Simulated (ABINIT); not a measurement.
Planning a run of ABINIT 10.8.3 on KNaMg2F6 (Fm-3m). The input:

```
acell 3*1.0 Angstrom
rprim 
  -0.000000000000 4.007551000000 4.007551000000
  4.007551000000 -0.000000000000 4.007551000000
  4.007551000000 4.007551000000 -0.000000000000
ntypat 4
znucl 19 11 12 9
natom 10
typat 1 2 3 3 4 4 4 4 4 4
xred 
  0.000000000000 0.000000000000 0.000000000000
  0.500000000000 0.500000000000 0.500000000000
  0.250000000000 0.250000000000 0.250000000000
  0.750000000000 0.750000000000 0.750000000000
  0.500000000000 0.500000000000 0.000000000000
  0.000000000000 0.000000000000 0.500000000000
  0.500000000000 0.000000000000 0.500000000000
  0.000000000000 0.500000000000 0.000000000000
  0.000000000000 0.500000000000 0.500000000000
  0.500000000000 0.000000000000 0.000000000000
pp_dirpath "pseudos"
pseudos "K.upf, Na.upf, Mg.upf, F.upf"
ecut 38
ngkpt 2 2 2
nshiftk 1
shiftk 0 0 0
kptopt 1
chksymbreak 0
istwfk *1
occopt 1
irdwfk 1
optdriver 3
nband 103
ecuteps 1.6
inclvkb 2
awtr 1
symchi 1
gwcalctyp 1
nfreqre 0
nfreqim 8
gwrpacorr 1
indata_prefix "in"
outdata_prefix "out"
tmpdata_prefix "tmp"
```

```sh
OMP_NUM_THREADS=1 mpirun -n 4 abinit run.abi > log
```

How long will it take on 4 MPI ranks of Arm Neoverse N1, shared host, and how much memory?

It took 44 s; on shared hardware allow 22 s to 88 s. Peak host memory was 1.4 GiB.

[Paths, hosts, dates, memory and timing lines, banners, echoed tables and standing remarks are left out of the program output.]

[Logs are printed without paths, hosts, clocks, repeated set-up lines and the standing remarks that a program may print on its own settings, such as how far it seeks lower states.]

[Runs of the session that timed out or met a known fault of the program may be left out.]

[Hosts, paths, dates, database ids (printed as entryN), source tags and the programs' standing remarks are cut or masked in the printed files.]

[G0W0 gaps are taken among the corrected bands and points alone; a level outside them can change the order at an edge.]

[Where Ansatz stands beside ABINIT at settings called matched, ABINIT's density can come from a denser mesh and the files from another edition; pairs whose starting gaps differed by over 0.03 eV were left out, so agreement reads better than it is.]
